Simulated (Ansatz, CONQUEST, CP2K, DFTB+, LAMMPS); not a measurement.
## CP2K runs on aqueous Cs+ and SO4 2-, 1.9 mol of salt per kg of water at 330 K (94 atoms)

Aim: run aqueous Cs+ and SO4 2-, 1.9 mol of salt per kg of water at 330 K (94 atoms) in CP2K and see how near its forces come to a plane-wave reference, and at what cost.

Program: CP2K 2026.2. Level of theory: the method is named at each step. Results are calculated unless marked as measured.

## 1. Set-up

The cell holds 94 atoms: 33 O, 1 S, 58 H and 2 Cs. Its edges and angles: a = 9.892 Å, b = 9.892 Å, c = 9.892 Å, α = 90.0°, β = 90.0°, γ = 90.0°. 29 H2O, 2 Cs+, 1 SO4 2- placed at random, at 1.52 g/cm³; overlaps pushed apart, then 10 ps at 420 K with Joung-Cheatham ions (J. Phys. Chem. B 112, 9020 (2008)); MMFF94 bonds, angles, torsions, charges and radii (Halgren, J. Comput. Chem. 17, 490 (1996)) in harmonic and 12-6 forms; SPC/E water (Berendsen, Grigera and Straatsma, J. Phys. Chem. 91, 6269 (1987)). Snapshot after 20 ps at 330 K and fixed volume.

The yardstick, on the same geometry:

```
method                                           : Kohn-Sham DFT, PBE, PAW, plane waves (Ansatz 0.2.0); cutoff 420 eV, Γ point, fermi-dirac smearing of 0.05 eV; PAW set soft_2
r.m.s. force component                           : 0.7625 eV/Å
longest force                                    : 6.942 eV/Å
pressure                                         : 1.246 GPa
gap (highest filled to lowest empty level) : 4.313 eV
SCF cycles                                       : 9
time                                             : 6.6 s on 4 threads of Intel Xeon 6975P-C (Granite Rapids), shared host
CPU time                                         : 23 s
```

## 2. PBE, DZVP-MOLOPT-SR, 600/50 Ry, OT DIIS

Method: Kohn-Sham DFT, PBE, GTH-PBE pseudopotentials, Gaussian and plane waves, DZVP-MOLOPT-SR-GTH, orbital transformation.

Contents of input.inp:

```
&GLOBAL
  PROJECT cell
  RUN_TYPE ENERGY_FORCE
  PRINT_LEVEL LOW
&END GLOBAL
&FORCE_EVAL
  METHOD QS
  STRESS_TENSOR ANALYTICAL
  &DFT
    BASIS_SET_FILE_NAME BASIS_MOLOPT
    POTENTIAL_FILE_NAME GTH_POTENTIALS
    &MGRID
      CUTOFF 600
      REL_CUTOFF 50
      NGRIDS 5
    &END MGRID
    &QS
      EPS_DEFAULT 1.0E-12
    &END QS
    &SCF
      SCF_GUESS ATOMIC
      EPS_SCF 1.0E-06
      MAX_SCF 30
      &OT
        MINIMIZER DIIS
        PRECONDITIONER FULL_ALL
        ENERGY_GAP 0.001
      &END OT
      &OUTER_SCF
        EPS_SCF 1.0E-06
        MAX_SCF 8
      &END OUTER_SCF
      &PRINT
        &RESTART OFF
        &END RESTART
      &END PRINT
    &END SCF
    &XC
      &XC_FUNCTIONAL PBE
      &END XC_FUNCTIONAL
    &END XC
    &PRINT
      &MULLIKEN ON
      &END MULLIKEN
      &HIRSHFELD ON
        SHAPE_FUNCTION DENSITY
      &END HIRSHFELD
      &MO_CUBES
        NHOMO 1
        NLUMO 4
        WRITE_CUBE F
      &END MO_CUBES
    &END PRINT
  &END DFT
  &SUBSYS
    &CELL
      A 9.89209 0.00000 0.00000
      B 0.00000 9.89209 0.00000
      C 0.00000 0.00000 9.89209
    &END CELL
    &TOPOLOGY
      COORD_FILE_NAME structure.xyz
      COORD_FILE_FORMAT XYZ
    &END TOPOLOGY
    &KIND O
      BASIS_SET DZVP-MOLOPT-SR-GTH-q6
      POTENTIAL GTH-PBE-q6
    &END KIND
    &KIND S
      BASIS_SET DZVP-MOLOPT-SR-GTH-q6
      POTENTIAL GTH-PBE-q6
    &END KIND
    &KIND H
      BASIS_SET DZVP-MOLOPT-SR-GTH-q1
      POTENTIAL GTH-PBE-q1
    &END KIND
    &KIND Cs
      BASIS_SET DZVP-MOLOPT-SR-GTH-q9
      POTENTIAL GTH-PBE-q9
    &END KIND
  &END SUBSYS
  &PRINT
    &FORCES ON
    &END FORCES
    &STRESS_TENSOR ON
    &END STRESS_TENSOR
  &END PRINT
&END FORCE_EVAL
```

Contents of structure.xyz:

```xyz
94

O 9.21171 4.31711 9.88922
S 9.84629 3.53326 1.00187
O 9.87666 2.19733 0.61509
O 1.28736 4.07831 1.23592
O 9.15355 3.59459 2.26450
O 8.65043 0.04135 7.21015
H 9.48097 0.38549 7.64817
H 8.05790 9.51728 7.89982
O 4.99649 4.04636 3.26449
H 4.19187 3.52742 3.55265
H 5.71179 3.41425 2.96674
O 1.76989 0.44841 1.64604
H 0.99544 1.06478 1.50360
H 2.48143 0.64566 0.97160
O 9.54191 2.18457 4.29515
H 9.35366 2.62338 3.41653
H 8.80950 1.53802 4.50862
O 3.81142 6.51730 6.11074
H 2.96179 6.50454 5.58349
H 4.18979 5.59269 6.15555
O 1.36471 6.40839 4.88966
H 1.01819 6.53501 3.96020
H 0.70244 6.77212 5.54471
O 4.12223 8.29383 1.38014
H 3.90352 7.31926 1.42862
H 3.84515 8.65370 0.48926
O 7.33409 0.47472 4.24460
H 6.72583 9.80375 3.68530
H 7.00103 0.49015 5.18741
O 6.91615 5.75631 0.43891
H 7.84294 5.42067 0.27055
H 6.25605 5.03962 0.21367
O 6.88034 2.48746 2.37529
H 6.95335 1.76099 3.05854
H 7.79625 2.77760 2.09801
O 3.25628 9.35910 9.02614
H 3.93933 9.17076 8.32043
H 2.47065 9.82136 8.61472
O 5.12282 8.87973 7.15079
H 4.72703 8.10825 6.65253
H 5.90568 8.56388 7.68695
O 7.12804 5.28000 5.84316
H 6.15130 5.11203 5.97660
H 7.65569 4.59280 6.34251
O 2.76682 9.48394 4.08553
H 2.20841 9.63925 3.27062
H 2.18645 9.15117 4.82872
O 1.24769 3.32532 6.30838
H 0.73815 3.01442 5.50614
H 2.16973 3.59716 6.03289
O 9.28185 7.41264 6.74601
H 8.40135 7.02457 6.47348
H 9.16364 8.37880 6.97531
O 4.66560 3.95525 6.71673
H 4.44204 3.04805 6.36032
H 5.18850 3.86098 7.56389
[... 34 atom lines left out ...]
H 4.56935 0.87753 6.53214
H 3.82201 0.93846 5.08157
Cs 7.33271 5.80567 3.15004
Cs 1.18250 5.62771 8.46159
```

On the command line:

```sh
> OMP_NUM_THREADS=1 mpirun -np 4 cp2k.psmp -i input.inp > output.txt
```

Numbers of over 12 decimals in the logs are rounded to 6 here.

Log:

```text
CP2K| version string:                                       CP2K version 2026.2
 CP2K| Input file name                                                 input.inp
 GLOBAL| Basis set file name                                        BASIS_MOLOPT
 GLOBAL| Potential file name                                      GTH_POTENTIALS
 GLOBAL| Run type                                                   ENERGY_FORCE
 GLOBAL| Total number of message passing processes                             4
 GLOBAL| Number of threads for this process                                    1
 TOTAL NUMBERS AND MAXIMUM NUMBERS
  Total number of            - Atomic kinds:                                   4
                             - Atoms:                                         94
                             - Shell sets:                                    94
                             - Shells:                                       356
                             - Primitive Cartesian functions:                471
                             - Cartesian basis functions:                    796
                             - Spherical basis functions:                    760
  Maximum angular momentum of- Orbital basis functions:                        2
                             - Local part of the GTH pseudopotential:          2
                             - Non-local part of the GTH pseudopotential:      3
 SCF PARAMETERS         Density guess:                                    ATOMIC
                        max_scf:                                              30
                        eps_scf:                                        1.00E-06
                        Outer loop SCF in use
                        eps_scf                                         1.00E-06
                        max_scf                                                8
 Extrapolation method: initial_guess
 Number of electrons:                                                        280
[... lines left out ...]
  Step     Update method      Time    Convergence         Total energy    Change
[... lines left out ...]
  Total energy:                                              -614.520788
[... lines left out ...]
  Preconditioner : FULL_ALL            : diagonalization, state selective
  Precond_solver : DEFAULT
  stepsize       :    0.15000000                  energy_gap     :    0.00100000
  eps_taylor     :   0.10000E-15                  max_taylor     :             4
  ----------------------------------- OT ---------------------------------------
  Step     Update method      Time    Convergence         Total energy    Change
[...]
5 OT DIIS     0.15E+00    4.5     0.00000221      -614.5240793433 -1.12E-07
     6 OT DIIS     0.15E+00    4.6     0.00000041      -614.5240793658 -2.25E-08
  *** SCF run converged in     6 steps ***
  Electronic density on regular grids:       -280.0000000001       -0.0000000001
  Core density on regular grids:              279.9999999999       -0.0000000001
  Total charge density on r-space grids:       -0.0000000002
  Total charge density g-space grids:          -0.0000000002
  Overlap energy of the core charge distribution:               2.1485e-06
  Self energy of the core charge distribution:              -1560.980314
  Core Hamiltonian energy:                                    445.391178
  Hartree energy:                                             647.236335
  Exchange-correlation energy:                               -146.171280
  Total energy:                                              -614.524079
  outer SCF iter =    2 RMS gradient =   0.41E-06 energy =       -614.5240793658
  outer SCF loop converged in   2 iterations or   36 steps
 !-----------------------------------------------------------------------------!
                     Mulliken Population Analysis
 #  Atom  Element  Kind  Atomic population                           Net charge
       1     O        1          6.454968                             -0.454968
       2     S        2          5.279637                              0.720363
       3     O        1          6.408103                             -0.408103
[...]
93     Cs       4          8.102077                              0.897923
      94     Cs       4          8.086142                              0.913858
 # Total charge                            280.000000                 -0.000000
 !-----------------------------------------------------------------------------!
 !-----------------------------------------------------------------------------!
                           Hirshfeld Charges
  #Atom  Element  Kind  Ref Charge     Population                    Net charge
      1       O      1       6.000          6.231                        -0.231
      2       S      2       6.000          5.515                         0.485
      3       O      1       6.000          6.190                        -0.190
[...]
93       Cs     4       9.000          8.655                         0.345
     94       Cs     4       9.000          8.636                         0.364
  Total Charge                                                           -0.000
 !-----------------------------------------------------------------------------!
  Eigenvalues of the occupied subspace spin            1
      -0.97440428     -0.82016462     -0.80177133     -0.79483014
      -0.78187672     -0.77947229     -0.77307978     -0.76880305
      -0.76606082     -0.76594759     -0.76387576     -0.76031269
[...]
-0.06934164     -0.06672256     -0.06473835     -0.06131672
 Fermi Energy [eV] :   -1.668513
  Using OT eigensolver for additional unoccupied orbitals spin            1
  Lowest Eigenvalues of the unoccupied subspace spin            1
 WARNING : did not converge in ot_eigensolver
 number of iterations          299  exceeded maximum
 current gradient / target gradient   3.4080262483662117E-005  /    1.0000000000000001E-005
       0.11594477      0.17513197      0.17887931      0.19589515
 HOMO - LUMO gap [eV] :    4.823530
 ENERGY| Total FORCE_EVAL ( QS ) energy [hartree]           -614.524079
 FORCES| Atomic forces [hartree/bohr]
 FORCES|   Atom     x               y               z               |f|
 FORCES|      1 -4.83938461E-02  3.99275939E-02 -4.60927750E-02   7.78506327E-02
 FORCES|      2  3.61337463E-03  6.92724533E-02  4.11928397E-02   8.06757665E-02
 FORCES|      3  1.59386572E-02 -1.37676227E-01 -5.43531636E-02   1.48872599E-01
[...]
FORCES|     93  6.86004472E-03  5.36182049E-03  9.73759601E-03   1.30625460E-02
 FORCES|     94  1.98672066E-02  1.10693837E-02 -1.97692326E-02   3.01340291E-02
 FORCES| Sum     6.70450006E-03 -1.84223251E-03 -4.31342821E-04
 FORCES| Total atomic force                                       6.96636191E-03
 STRESS| Analytical stress tensor [bar]
 STRESS|                        x                   y                   z
 STRESS|      x        8.06182077105E+03  -2.79724053602E+03  -6.63275884205E+03
 STRESS|      y       -2.79724053602E+03   2.27891354426E+04   3.09514845837E+03
 STRESS|      z       -6.63275884205E+03   3.09514845837E+03   1.57836505011E+04
 STRESS| 1/3 Trace                                             1.55448689049E+04
```

Run time: 2.9 min. Hardware: 4 MPI ranks of Intel Xeon 6975P-C (Granite Rapids), shared host; peak memory 2.6 GiB.

Banners, paths, timers and routine set-up lines are dropped from the logs unmarked, and long logs keep their key lines alone; longer cuts are marked.

The solver for the empty levels stopped short of its threshold, so the gap is rough; its iterations count in the time.

Numbers from this run, and their distance from the reference:

- r.m.s. force component: 0.8003 eV/Å
- r.m.s. difference of force components: 74.87 meV/Å
- longest difference of force vectors: 713.7 meV/Å
- force difference over r.m.s. force: 9.819 %
- slope of forces against the reference's: 1.046
- correlation of force components: 0.9966
- gap (highest filled to lowest empty level): 4.824 eV
- gap difference: 0.5109 eV
- pressure: 1.554 GPa
- pressure difference: 0.3084 GPa

Length of the force difference by element (eV/Å):

```
element  atoms   mean  most
     Cs      2   0.10  0.13
      H     58  0.052  0.10
      O     33   0.14  0.71
      S      1   0.13  0.13
```

The surroundings of O3, which bears the longest force, nearest first, numbered as they follow in the input and with coordinates relative to it.

```
atom      x      y      z  distance (Å)  bonds  Hirshfeld charge (e)     Fx     Fy  Fz (eV/Å)
  O3   0.00   0.00   0.00          0.00      1                 -0.19   0.82  -7.08      -2.79
  S2  -0.03   1.34   0.39          1.39      4                  0.48   0.19   3.56       2.12
 H89  -1.17  -1.23   0.22          1.71      1                  0.12   0.04  -0.80       0.57
 H13   1.01  -1.13   0.89          1.76      1                  0.11   0.94  -0.47      -0.27
 H62   0.71  -0.52  -1.58          1.81      1                  0.12   0.27  -0.09      -0.59
  O5  -0.72   1.40   1.65          2.28      2                 -0.20  -1.66   0.85       2.17
  O1  -0.66   2.12  -0.62          2.31      2                 -0.23  -2.49   2.05      -2.37
  O4   1.30   1.88   0.62          2.37      2                 -0.19   2.14   0.93       1.00
 O87  -1.33  -2.20   0.42          2.60      2                 -0.23  -0.59  -0.27       0.73
```

Forces lie 9.8 % from the reference's, at 30 times its CPU time.

## 3. PBE, DZVP-MOLOPT-SR, 600/30 Ry, OT DIIS

Method: Kohn-Sham DFT, PBE, GTH-PBE pseudopotentials, Gaussian and plane waves, DZVP-MOLOPT-SR-GTH, orbital transformation.

input.inp, as its differences from that of step 2:

```diff
@@ -13,3 +13,3 @@
       CUTOFF 600
-      REL_CUTOFF 50
+      REL_CUTOFF 30
       NGRIDS 5
```

structure.xyz is that of step 2.

Log:

```text
CP2K| version string:                                       CP2K version 2026.2
 CP2K| Input file name                                                 input.inp
 GLOBAL| Basis set file name                                        BASIS_MOLOPT
 GLOBAL| Potential file name                                      GTH_POTENTIALS
 GLOBAL| Run type                                                   ENERGY_FORCE
 GLOBAL| Total number of message passing processes                             4
 GLOBAL| Number of threads for this process                                    1
[... lines left out ...]
 Number of electrons:                                                        280
[... lines left out ...]
  Step     Update method      Time    Convergence         Total energy    Change
[... lines left out ...]
  Total energy:                                              -614.521441
[... lines left out ...]
  Step     Update method      Time    Convergence         Total energy    Change
[... lines left out ...]
  *** SCF run converged in     6 steps ***
[... lines left out ...]
  Total energy:                                              -614.524732
[... lines left out ...]
  outer SCF loop converged in   2 iterations or   36 steps
[... lines left out ...]
 Fermi Energy [eV] :   -1.668495
[... lines left out ...]
 WARNING : did not converge in ot_eigensolver
 number of iterations          299  exceeded maximum
 current gradient / target gradient   3.4081953726737445E-005  /    1.0000000000000001E-005
       0.11594584      0.17513014      0.17887982      0.19589258
 HOMO - LUMO gap [eV] :    4.823542
 ENERGY| Total FORCE_EVAL ( QS ) energy [hartree]           -614.524732
 FORCES| Atomic forces [hartree/bohr]
 FORCES|   Atom     x               y               z               |f|
 FORCES|      1 -4.83978083E-02  3.99286794E-02 -4.60571316E-02   7.78325552E-02
 FORCES|      2  3.59986134E-03  6.92821002E-02  4.11874416E-02   8.06806901E-02
 FORCES|      3  1.59096407E-02 -1.37729628E-01 -5.43903023E-02   1.48932442E-01
[...]
FORCES|     93  6.85848429E-03  5.34474241E-03  9.72531231E-03   1.30455654E-02
 FORCES|     94  1.98621700E-02  1.10865412E-02 -1.97789021E-02   3.01433602E-02
 FORCES| Sum     7.21775418E-03 -1.35426942E-03 -4.24931467E-04
 FORCES| Total atomic force                                       7.35598992E-03
 STRESS| Analytical stress tensor [bar]
 STRESS|                        x                   y                   z
 STRESS|      x        8.23399501197E+03  -2.80079454595E+03  -6.63384536170E+03
 STRESS|      y       -2.80079454595E+03   2.30264989948E+04   3.09910865200E+03
 STRESS|      z       -6.63384536170E+03   3.09910865200E+03   1.59722850995E+04
 STRESS| 1/3 Trace                                             1.57442597021E+04
```

Wall time 2 min (4 MPI ranks); peak memory 2.6 GiB; 8 min of CPU time.

The solver for the empty levels stopped short of its threshold, so the gap is rough; its iterations count in the time.

Numbers from this run, and their distance from the reference:

```
r.m.s. force component                           : 0.8003 eV/Å
r.m.s. difference of force components            : 74.85 meV/Å
longest difference of force vectors              : 716.7 meV/Å
force difference over r.m.s. force               : 9.816 %
slope of forces against the reference's          : 1.046
correlation of force components                  : 0.9966
gap (highest filled to lowest empty level) : 4.824 eV
gap difference                                   : 0.5109 eV
pressure                                         : 1.574 GPa
pressure difference                              : 0.3283 GPa
energy less the same-level run's                 : -0.189 meV/atom
r.m.s. force difference from the same-level run  : 1.926 meV/Å
```

This is a coarse setting, run to see what it loses.

Against the first run (9.8 %), the force difference from the reference is 9.8 %, at 0.69 times the CPU time: the change moves forces by 1.9 meV/Å r.m.s., so most of the difference comes from elsewhere.

(Continued in part 2 of 2.)

[Also dropped from logs without a mark: logging warnings of Python, and SIESTA's first energy breakdown and zero terms.]

[Logs are printed without paths, hosts, clocks, repeated set-up lines and the standing remarks that a program may print on its own settings, such as how far it seeks lower states.]

[Hosts, paths, dates, database ids (printed as entryN), source tags and the programs' standing remarks are cut or masked in the printed files.]

[The MMFF94 radii named for the starting cell were scaled by 0.96; in molecules described by MMFF94, hydrogen bound to N, O or S took a small fixed 12-6 site in their place.]
